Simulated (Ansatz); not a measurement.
# A hypothetical structure for CdCu2Si2

This structure for CdCu2Si2 is made up. Its elements were placed in a known structure type with a cell scaled to their sizes. What cell does the guess relax to, and how far off was it?

Method: DFT, PBEsol, plane-wave PAW, files of the set soft_1, scalar-relativistic, ferromagnetic start, cell and ions relaxed at zero pressure; PAW set soft_1, in the first sound run; inputs show where later runs differ, in Ansatz 0.2.0.

## Step 1: Set-up

The structure is tetragonal, space group I4/mmm (No. 139). Conventional cell: a = 3.988 Å, b = 3.988 Å, c = 9.099 Å, α = 90.00°, β = 90.00°, γ = 90.00°. Nearest to Cd lie 8 Cu at 3.02 Å and 8 Si at 3.04 Å. Nearest to Cu lie 4 Si at 2.30 Å and 4 Cu at 2.82 Å and 4 Cd at 3.02 Å. Nearest to Si lie 1 Si at 2.26 Å and 4 Cu at 2.30 Å and 4 Cd at 3.04 Å. Farther neighbours are not listed.

## Step 2: Relaxation of the guess

The guessed cell has no reason to be at equilibrium. It is relaxed with the atoms, within the space group of the guess.

The input, input.yaml:

```yaml
crystal:
  lattice:
    - [-1.994, 1.994, 4.5495]
    - [1.994, -1.994, 4.5495]
    - [1.994, 1.994, -4.5495]
  atoms:
    - { symbol: Cd, position: [0.0, 0.0, 0.0] }
    - { symbol: Cu, position: [0.25, 0.75, 0.5], spin: 0.6 }
    - { symbol: Cu, position: [0.75, 0.25, 0.5], spin: 0.6 }
    - { symbol: Si, position: [0.6241, 0.6241, 0.0] }
    - { symbol: Si, position: [0.3759, 0.3759, 0.0] }
magnetization:
  spin_polarized: true
kpoints:
  mp_grid: { grid: [9, 9, 9] }
scf:
  occupations: { method: fermi_dirac, width: 0.05 }
hamiltonian:
  xc: pbesol
  pseudopotentials: { kind: paw, azcp: { folder: soft_1 }, xc_functional: pbe }
relax:
  f_tol: 0.015
  max_steps: 70
  cell: {}
output:
  forces: true
  stress: true
```

On the command line:

```
$ ansatz run input.yaml --threads 4 --pin off --max-ram 8192MiB --backend cpu --events-out ev --progress --plain --runs-dir out
```

Numbers of over 12 decimals in the logs are rounded to 6 here.

The program printed:

```text
Engine: ansatz 0.2.0, aarch64-unknown-linux-gnu
Pseudopotentials: kind: paw
Pseudopotential: Cd, paw, valence charge 20, recommended cutoff 420 eV (normal), soft_1/Cd.paw.azcp
Pseudopotential: Cu, paw, valence charge 19, recommended cutoff 420 eV (normal), soft_1/Cu.paw.azcp
Pseudopotential: Si, paw, valence charge 4, recommended cutoff 420 eV (normal), soft_1/Si.paw.azcp
Functional definition: PBEsol
  exchange = pbesol_x
  correlation = pbesol_c
Crystal: 5 atoms, lattice volume = 72.356 Å³
Basis set: ecut = 420 eV, 1395 PW (Γ), exchange–correlation on 72×72×72 points (8 copies of the dense FFT grid, shifted against one another)
Bands: 41, of which v1, the nominal top of the filled ones, is band 33 counted from 1 (32 counted from 0)
Symmetry: 16 space group operations
Space group: I4/mmm (ITA 139), of the structure as read, at distance tolerance 4.2e-5 Å
Magnetic group: BNS 139.531 (UNI 1191), of the structure as read, at distance tolerance 4.2e-5 Å
k-points: 75 of 729
Non-local potential: Cd, projectors of the file, l = 0: 3, l = 1: 2, l = 2: 2, l = 3: 1
Non-local potential: Cu, projectors of the file, l = 0: 3, l = 1: 2, l = 2: 3, l = 3: 1
Non-local potential: Si, projectors of the file, l = 0: 2, l = 1: 2, l = 2: 1
PAW form: soft (Blöchl's): semilocal exchange-correlation on the pseudo side does not see the compensation charge
PAW frozen core: Cd, regenerated for the run's functional, and the local potential with it (the file was generated under x = pbe(κ = 0.804, μ = 0.219515), c = pbe(β = 0.066725))
PAW frozen core: Cu, regenerated for the run's functional, and the local potential with it (the file was generated under x = pbe(κ = 0.804, μ = 0.219515), c = pbe(β = 0.066725))
PAW frozen core: Si, regenerated for the run's functional, and the local potential with it (the file was generated under x = pbe(κ = 0.804, μ = 0.219515), c = pbe(β = 0.066725))
PAW one-centre angular grid: Cd, 590 points (default); XC on 64 Gauss nodes
PAW one-centre angular grid: Cu, 590 points (default); XC on 64 Gauss nodes
PAW one-centre angular grid: Si, 110 points (default); XC on 64 Gauss nodes
Initial density: superposition of atomic densities (chi_scale 0.1, normalization cell)
Starting moments: Σ|m| = 1.2 μB on 2 of 5 sites
Initial wavefunctions: pseudopotential atomic-orbital guess
Functional: x = pbesol(κ = 0.804, μ = 0.123457), c = pbesol(β = 0.046)
SCF iter   1: F=—  HF=-22608.890059 eV  |F-HF|=—  |Δ(HF+E_count)|=         —  Δρ=1.71e-1 (↑1.71e-1 ↓1.08e-1)  dr2=3.96e1  dr2_m=7.19e-1  M=0.338 μB ∫|m|=0.440 μB  β_m=0.30  ethr=3.10e-3  ⟨swp⟩=7.1  Hψ=25216  notcnv=0  defer=5
preconditioner: auto → Kerker (q_TF=auto, 2.687 Å⁻¹)  [metal: Δε(μ)=0.003 eV  Ē_g=8.859 eV  σ=0.050 eV  W_gap=0.01  n_scr=30 (ndim 8)  ℏωp=28.3 eV  f_vac=0.000  D(μ)=2.19/eV (n_scr^D=14)]
spin=Collinear: Kerker preconditioning applied to the charge; magnetization (m = ρ↑ − ρ↓) channel mixes plain (no charge-response kernel on spin).
SCF iter   2: F=—  HF=-22605.212445 eV  |F-HF|=—  |Δ(HF+E_count)|=    3.68e0  Δρ=6.24e-2 (↑2.42e-2 ↓6.24e-2)  dr2=2.17e0  dr2_m=8.59e-1  M=0.094 μB ∫|m|=0.144 μB  β_m=0.30  ethr=3.10e-3  ⟨swp⟩=3.8  Hψ=16250  notcnv=0  defer=285
SCF iter   3: F=—  HF=-22604.273124 eV  |F-HF|=—  |Δ(HF+E_count)|=   9.39e-1  Δρ=4.25e-2 (↑4.25e-2 ↓1.92e-2)  dr2=1.64e0  dr2_m=4.27e-1  M=0.092 μB ∫|m|=0.142 μB  β_m=0.30  ethr=3.10e-3  ⟨swp⟩=2.0  Hψ=10270  notcnv=0  defer=296
SCF iter   4: F=—  HF=-22603.762148 eV  |F-HF|=—  |Δ(HF+E_count)|=   5.11e-1  Δρ=2.53e-2 (↑1.58e-2 ↓2.53e-2)  dr2=8.75e-2  dr2_m=2.60e-1  M=0.061 μB ∫|m|=0.095 μB  β_m=0.30  ethr=2.49e-3  ⟨swp⟩=2.7  Hψ=10554  notcnv=0  defer=301
SCF iter   5: F=—  HF=-22603.858739 eV  |F-HF|=—  |Δ(HF+E_count)|=   9.66e-2  Δρ=3.25e-2 (↑4.12e-3 ↓3.25e-2)  dr2=5.74e-1  dr2_m=1.52e-1  M=0.041 μB ∫|m|=0.067 μB  β_m=0.30  ethr=1.33e-4  ⟨swp⟩=2.0  Hψ=12845  notcnv=0  defer=301
SCF iter   6: F=—  HF=-22603.827228 eV  |F-HF|=—  |Δ(HF+E_count)|=   3.15e-2  Δρ=1.99e-2 (↑3.15e-3 ↓1.99e-2)  dr2=1.76e-1  dr2_m=8.34e-2  M=0.032 μB ∫|m|=0.053 μB  β_m=0.30  ethr=1.33e-4  ⟨swp⟩=2.0  Hψ=8753  notcnv=0  defer=301
Mixer restart at iter 6: flushing history
spin-set hold released at iteration 6 (site moments contracting): the magnetisation degrees of freedom join the quasi-Newton model from the next iteration; the mixer history was flushed
SCF iter   7: F=—  HF=-22603.809465 eV  |F-HF|=—  |Δ(HF+E_count)|=   1.78e-2  Δρ=1.04e-2 (↑6.50e-3 ↓1.04e-2)  dr2=2.29e-2  dr2_m=4.61e-2  M=0.024 μB ∫|m|=0.043 μB  β_m=0.51  ethr=1.33e-4  ⟨swp⟩=2.0  Hψ=8692  notcnv=0  defer=302
SCF iter   8: F=—  HF=-22603.813745 eV  |F-HF|=—  |Δ(HF+E_count)|=   4.28e-3  Δρ=8.98e-3 (↑2.46e-3 ↓8.98e-3)  dr2=6.95e-2  dr2_m=7.36e-3  M=0.009 μB ∫|m|=0.019 μB  β_m=0.43  ethr=3.47e-5  ⟨swp⟩=2.0  Hψ=12904  notcnv=0  defer=300
SCF iter   9: F=—  HF=-22603.800481 eV  |F-HF|=—  |Δ(HF+E_count)|=   1.33e-2  Δρ=2.49e-3 (↑2.49e-3 ↓5.80e-4)  dr2=2.08e-3  dr2_m=8.88e-4  M=0.003 μB ∫|m|=0.009 μB  β_m=0.72  ethr=3.47e-5  ⟨swp⟩=2.0  Hψ=10117  notcnv=0  defer=300
SCF iter  10: F=—  HF=-22603.801700 eV  |F-HF|=—  |Δ(HF+E_count)|=   1.22e-3  Δρ=5.18e-4 (↑4.07e-4 ↓5.18e-4)  dr2=1.86e-4  dr2_m=3.06e-6  M=0.000 μB ∫|m|=0.000 μB  β_m=0.66  ethr=3.16e-6  ⟨swp⟩=2.0  Hψ=8913  notcnv=0  defer=299
SCF iter  11: F=—  HF=-22603.802107 eV  |F-HF|=—  |Δ(HF+E_count)|=   4.07e-4  Δρ=1.92e-4 (↑1.49e-4 ↓1.92e-4)  dr2=3.64e-5  dr2_m=3.89e-7  M=0.000 μB ∫|m|=0.000 μB  β_m=0.79  ethr=2.82e-7  ⟨swp⟩=2.0  Hψ=8815  notcnv=0  defer=299
SCF iter  12: F=—  HF=-22603.802146 eV  |F-HF|=—  |Δ(HF+E_count)|=   3.93e-5  Δρ=5.46e-5 (↑5.14e-5 ↓5.46e-5)  dr2=7.82e-6  dr2_m=9.31e-9  M=-0.000 μB ∫|m|=0.000 μB  β_m=0.90  ethr=5.52e-8  ⟨swp⟩=2.0  Hψ=7891  notcnv=0  defer=299
SCF iter  13: F=—  HF=-22603.802148 eV  |F-HF|=—  |Δ(HF+E_count)|=   1.06e-6  Δρ=1.14e-5 (↑9.38e-6 ↓1.14e-5)  dr2=5.33e-7  dr2_m=9.02e-9  M=-0.000 μB ∫|m|=0.000 μB  β_m=0.88  ethr=1.18e-8  ⟨swp⟩=2.8  Hψ=9238  notcnv=0  defer=299
SCF iter  14: F=—  HF=-22603.802147 eV  |F-HF|=—  |Δ(HF+E_count)|=   6.34e-8  Δρ=2.45e-6 (↑2.45e-6 ↓1.90e-6)  dr2=2.60e-8  dr2_m=8.26e-10  M=0.000 μB ∫|m|=0.000 μB  β_m=0.94  ethr=1.52e-10  ⟨swp⟩=2.2  Hψ=20505  notcnv=0
SCF iter  15: F=-22603.802147 eV  HF=-22603.802147 eV  |F-HF|=6.55e-10  |Δ(HF+E_count)|=   5.70e-9  Δρ=5.12e-7 (↑4.98e-7 ↓5.12e-7)  dr2=1.35e-9  dr2_m=9.69e-12  M=0.000 μB ∫|m|=0.000 μB  ethr=3.94e-11  ⟨swp⟩=3.0  Hψ=14685  notcnv=0
[...]
SCF 3 converged in 8 iterations: F = -22604.080503 eV  dr2 = 1.32e-7
relax step   3: F+E_penalty+E_count = -22604.08050255 eV  Δ(F+E_penalty+E_count) = -7.820e-2 eV  max|allowed force component| = 3.507e-2 eV/Å  Δτ_max = 0.0493 Å  P = +0.060 GPa  Ω = 76.479 Å³  energy of the carried Pulay correction = -1.144e-3 eV  (8 SCF iters, dr2 threshold 5.00e-7 eV, accepted)
[...]
relax step   4: F+E_penalty+E_count = -22604.08396901 eV  Δ(F+E_penalty+E_count) = -3.466e-3 eV  max|allowed force component| = 5.802e-2 eV/Å  Δτ_max = 0.0092 Å  P = -0.032 GPa  Ω = 76.322 Å³  energy of the carried Pulay correction = -1.102e-3 eV  (6 SCF iters, dr2 threshold 5.00e-7 eV, accepted)
[...]
relax step   5: F+E_penalty+E_count = -22604.08415095 eV  Δ(F+E_penalty+E_count) = -1.819e-4 eV  max|allowed force component| = 7.966e-3 eV/Å  Δτ_max = 0.0013 Å  P = +0.020 GPa  Ω = 76.277 Å³  energy of the carried Pulay correction = -1.090e-3 eV  (6 SCF iters, dr2 threshold 2.10e-7 eV, accepted)
[...]
relax step   6: F+E_penalty+E_count = -22604.08744457 eV  Δ(F+E_penalty+E_count) = -3.294e-3 eV  max|allowed force component| = 9.503e-3 eV/Å  Δτ_max = 0.0000 Å  P = +0.104 GPa  Ω = 76.277 Å³  stress off target by 2.85e-1 GPa  SCF on the basis re-selected at this cell (its energy is not comparable with the rows above)  (9 SCF iters)
[...]
relax step   7: F+E_penalty+E_count = -22604.08760444 eV  Δ(F+E_penalty+E_count) = -1.599e-4 eV  max|allowed force component| = 3.038e-4 eV/Å  Δτ_max = 0.0011 Å  P = -0.003 GPa  Ω = 76.316 Å³  energy of the carried Pulay correction = -7.593e-6 eV  (5 SCF iters, dr2 threshold 2.03e-7 eV, accepted)
iter 1 solved again at ethr=6.70e-7 eV; its pass at ethr=3.10e-3 eV (dr2=4.42e-4 eV) is discarded
SCF iter   1: F=—  HF=-22604.087545 eV  |F-HF|=—  |Δ(HF+E_count)|=         —  Δρ=1.92e-4 (↑1.92e-4 ↓1.92e-4)  dr2=2.43e-6  dr2_m=6.41e-11  M=-0.000 μB ∫|m|=0.000 μB  β_m=0.30  ethr=6.70e-7  ⟨swp⟩=3.0  Hψ=38640  notcnv=0
preconditioner: auto → Kerker (q_TF=auto, 2.663 Å⁻¹)  [metal: Δε(μ)=0.014 eV  Ē_g=9.629 eV  σ=0.050 eV  W_gap=0.07  n_scr=32 (ndim 8)  ℏωp=27.5 eV  f_vac=0.000  D(μ)=2.23/eV (n_scr^D=14)]
spin=Collinear: Kerker preconditioning applied to the charge; magnetization (m = ρ↑ − ρ↓) channel mixes plain (no charge-response kernel on spin).
SCF iter   2: F=—  HF=-22604.087580 eV  |F-HF|=—  |Δ(HF+E_count)|=   3.51e-5  Δρ=1.35e-4 (↑1.35e-4 ↓1.35e-4)  dr2=1.17e-6  dr2_m=3.13e-11  M=-0.000 μB ∫|m|=0.000 μB  β_m=0.62  ethr=3.68e-9  ⟨swp⟩=1.9  Hψ=7865  notcnv=0
SCF iter   3: F=—  HF=-22604.087610 eV  |F-HF|=—  |Δ(HF+E_count)|=   2.94e-5  Δρ=3.01e-5 (↑3.01e-5 ↓3.00e-5)  dr2=1.20e-6  dr2_m=4.01e-13  M=-0.000 μB ∫|m|=0.000 μB  β_m=0.45  ethr=1.77e-9  ⟨swp⟩=2.0  Hψ=8033  notcnv=0
SCF iter   4: F=—  HF=-22604.087610 eV  |F-HF|=—  |Δ(HF+E_count)|=   1.28e-7  Δρ=2.44e-6 (↑2.44e-6 ↓2.43e-6)  dr2=1.13e-8  dr2_m=1.63e-14  M=-0.000 μB ∫|m|=0.000 μB  β_m=0.72  ethr=1.77e-9  ⟨swp⟩=2.0  Hψ=7898  notcnv=0
SCF iter   5: F=—  HF=-22604.087610 eV  |F-HF|=—  |Δ(HF+E_count)|=   2.04e-9  Δρ=9.63e-7 (↑9.63e-7 ↓9.61e-7)  dr2=1.91e-9  dr2_m=2.27e-15  M=-0.000 μB ∫|m|=0.000 μB  β_m=0.80  ethr=1.72e-11  ⟨swp⟩=1.7  Hψ=7023  notcnv=0
SCF iter   6: F=—  HF=-22604.087610 eV  |F-HF|=—  |Δ(HF+E_count)|=   2.02e-7  Δρ=3.11e-7 (↑3.10e-7 ↓3.11e-7)  dr2=3.23e-10  dr2_m=2.46e-16  M=-0.000 μB ∫|m|=0.000 μB  β_m=0.90  ethr=2.89e-12  ⟨swp⟩=2.0  Hψ=9228  notcnv=0
SCF iter   7: F=—  HF=-22604.087610 eV  |F-HF|=—  |Δ(HF+E_count)|=  7.28e-12  Δρ=1.91e-7 (↑1.91e-7 ↓1.91e-7)  dr2=9.39e-11  dr2_m=2.34e-17  M=-0.000 μB ∫|m|=0.000 μB  β_m=0.80  ethr=1.00e-12  ⟨swp⟩=2.0  Hψ=6726  notcnv=0
SCF iter   8: F=-22604.087610 eV  HF=-22604.087610 eV  |F-HF|=0.00e0  |Δ(HF+E_count)|=  4.00e-11  Δρ=5.98e-8 (↑5.96e-8 ↓5.98e-8)  dr2=3.61e-12  dr2_m=7.74e-18  M=0.000 μB ∫|m|=0.000 μB  ethr=1.00e-12  ⟨swp⟩=3.9  Hψ=17152  notcnv=0
the starting moments were not kept: the SCF closed with an absolute magnetisation of 1.9e-9 μB, where they sum to 1.2 μB in size (2 sites). That is at most 0.1 of that sum. Measured as dr2_m measures the in/out step, that magnetisation stands 5.8e-19 eV from none, at or under the dr2_threshold of 5.0e-11 eV: it is no larger than a step whose dr2_m would equal this threshold.
SCF 8 converged in 8 iterations: F = -22604.087610 eV  dr2 = 3.61e-12
relax step   8: F+E_penalty+E_count = -22604.08760980 eV  Δ(F+E_penalty+E_count) = -5.362e-6 eV  max|allowed force component| = 2.926e-4 eV/Å  Δτ_max = 0.0000 Å  P = -0.004 GPa  Ω = 76.316 Å³  stress off target by 1.34e-2 GPa  SCF on the basis re-selected at this cell (its energy is not comparable with the rows above)  (8 SCF iters)
basis re-selected at this cell: Δ(F+E_penalty+E_count) = -5.362e-6 eV, ΔP = -0.001 GPa vs the last step (what re-selecting the basis moved, of the pressure what is left beyond the Pulay correction that the steps carried, after the strain that the cell walked since its last selection, with what the two solves' SCF thresholds leave and, on support functions, any second-order correction that the steps lacked; it is no m [...]
SCF converged after 8 iterations
Magnetization: 0.0000 μB (33.0000 up, 33.0000 down)
Absolute magnetization: 0.0000 μB (∫|ρ↑−ρ↓|, with the PAW one-centre terms)
Spin contamination: 0.0000 ħ² per cell (⟨S²⟩ above its minimum at these occupations)
Per-site moments (μB) at R_I (Å): [(-1.0331851621300217e-11, 1.231366), (8.460970131402584e-11, 0.980173), (8.460962112537801e-11, 0.980173), (1.7330607884817243e-10, 0.952926), (1.733060748777269e-10, 0.952926)]
Free energy (F): -22604.087610 eV
Harris-Foulkes:  -22604.087610 eV  (|F-HF|=0.00e0)
Internal energy: -22604.069974 eV  (E = F + TS)
E sigma→0 (E₀):  -22604.078792 eV
Entropy (-TS):   -0.017636 eV (-3.527 meV/atom)
Fermi energy:    12.909734 eV
--- Per-component energies (eV) ---
  E_band       = -1252.197858
  E_kinetic    = 1049.091681
  E_local      = -14573.282502  (includes V_loc(G=0)·N_el)
  E_nonlocal   = 1944.231942
  E_hartree    = 6415.327852
  E_xc         = -407.252764
  E_vxc        = -472.683960  (∫ρ·V_xc dr)
  E_paw        = -8577.198328  (= ΣΔE_a)
  E_vpaw       = -2030.213044  (= ΣTr[D̂ρ^β])
  E_aug_tail   = 0.002527  (compensation charges beyond the density's cutoff)
  E_ewald      = -8455.807869
  E_core_change = 0.817488  (= ΣΔE_core)
  E_smearing   = -0.017636  (= −TS)
  E_closure    = 0.000000  (closes the sum)
  Σ components = -22604.087610   (vs F -22604.087610, Δ=0.00e0)
--- Forces (eV/Å), atoms counted from 1 ---
  atom   1  Cd     0.00000000     0.00000000     0.00000000
  atom   2  Cu     0.00000000     0.00000000     0.00000000
  atom   3  Cu     0.00000000    -0.00000000     0.00000000
  atom   4  Si     0.00000000     0.00000000    -0.00029257
  atom   5  Si     0.00000000     0.00000000     0.00029257
  max |Σ_I F_I| component: 1.56e-17 eV/Å
--- Stress (GPa, compression-positive) ---
       -0.012242      -0.000000       0.000000
       -0.000000      -0.012242      -0.000000
        0.000000       0.000000       0.013449
  P = ⅓ Tr σ = -0.0037 GPa (-0.037 kbar)
--- Relaxed structure (6 steps of the walk, 6 accepted, 2 SCFs on fresh bases) ---
  F+E_penalty+E_count = -22604.08760980 eV   max|allowed force component| = 2.926e-4 eV/Å   (the final SCF, on the basis selected at the relaxed cell)
  cell:  # Å, volume = 76.3160 Å³
    - [-1.946385, 1.946385, 5.036148]
    - [1.946385, -1.946385, 5.036148]
    - [1.946385, 1.946385, -5.036148]
  atoms:
    - { symbol: Cd, position: [0, 0, 0] }
    - { symbol: Cu, position: [0.250000, 0.750000, 0.500000] }
    - { symbol: Cu, position: [0.750000, 0.250000, 0.500000] }
    - { symbol: Si, position: [0.614677, 0.614677, 0] }
    - { symbol: Si, position: [0.385323, 0.385323, 0] }
```

Elapsed: 58 s, on 4 threads of Arm Neoverse V1, shared host; peak memory 0.68 GiB; 3.7 min of CPU time.

Step by step:

| step | energy less that of the first step (eV) | largest force component (eV/Å) | pressure (GPa) | volume (Å³) |
| --- | --- | --- | --- | --- |
| 1 | 0.0000 | 0.6249 | 8.95 | 72.36 |
| 2 | -0.2002 | 0.4810 | 2.85 | 75.36 |
| 3 | -0.2784 | 0.0351 | 0.06 | 76.48 |
| 4 | -0.2818 | 0.0580 | -0.03 | 76.32 |
| 5 | -0.2820 | 0.0080 | 0.02 | 76.28 |
| 6* | -0.2853 | 0.0095 | 0.10 | 76.28 |
| 7 | -0.2855 | 0.0003 | 0.00 | 76.32 |
| 8* | -0.2855 | 0.0003 | 0.00 | 76.32 |

Relaxation steps marked * repeat the geometry before them on a plane-wave basis chosen anew for their cell, so energy and pressure can jump there.

Forces are held to the 16 operations that the run works with; a distortion that breaks them can't arise in this run.

| conventional cell, symmetrised | before | after | change |
| --- | --- | --- | --- |
| a (Å) | 3.988 | 3.893 | -2.4 % |
| b (Å) | 3.988 | 3.893 | -2.4 % |
| c (Å) | 9.099 | 10.072 | +10.7 % |
| volume (Å³/atom) | 14.47 | 15.26 | +5.5 % |

The atoms that moved most (Å, as changes of fractional coordinates times the final cell):

| atom | dx | dy | dz | length |
| --- | --- | --- | --- | --- |
| Si4 | 0.000 | 0.000 | -0.095 | 0.095 |
| Si5 | 0.000 | 0.000 | 0.095 | 0.095 |

Final coordinates:

```xyz
5
Lattice="-1.9464 1.9464 5.0361 1.9464 -1.9464 5.0361 1.9464 1.9464 -5.0361" Properties=species:S:1:pos:R:3 pbc="T T T"
Cd    0.0000    0.0000    0.0000
Cu    1.9464    0.0000    2.5181
Cu    0.0000    1.9464    2.5181
Si    0.0000    0.0000    6.1912
Si    0.0000    0.0000    3.8811
```

Numbers from this step:

```
free energy             : -22604.0876 eV
energy at zero smearing : -22604.0788 eV
smearing term TS        : 0.01764 eV
Fermi energy            : 12.91 eV
electrons               : 66
symmetry operations     : 16
pressure                : -0.003678 GPa
```

The shortest distance of each pair, which need not be the same contact before and after:

| pair | guess (Å) | relaxed (Å) |
| --- | --- | --- |
| Si–Si | 2.258 | 2.310 |
| Cu–Si | 2.300 | 2.376 |
| Cu–Cu | 2.820 | 2.753 |
| Cd–Si | 3.038 | 2.985 |
| Cd–Cu | 3.025 | 3.183 |

The relaxation ends with a largest force component of 2.9e-4 eV/Å and a pressure of 0.00 GPa. The starting moments have collapsed: the run ends non-magnetic.

[end of part 1 of 2]

[Logs are printed without paths, hosts, clocks, repeated set-up lines and the standing remarks that a program may print on its own settings, such as how far it seeks lower states.]

[Hosts, paths, dates, database ids (printed as entryN), source tags and the programs' standing remarks are cut or masked in the printed files.]
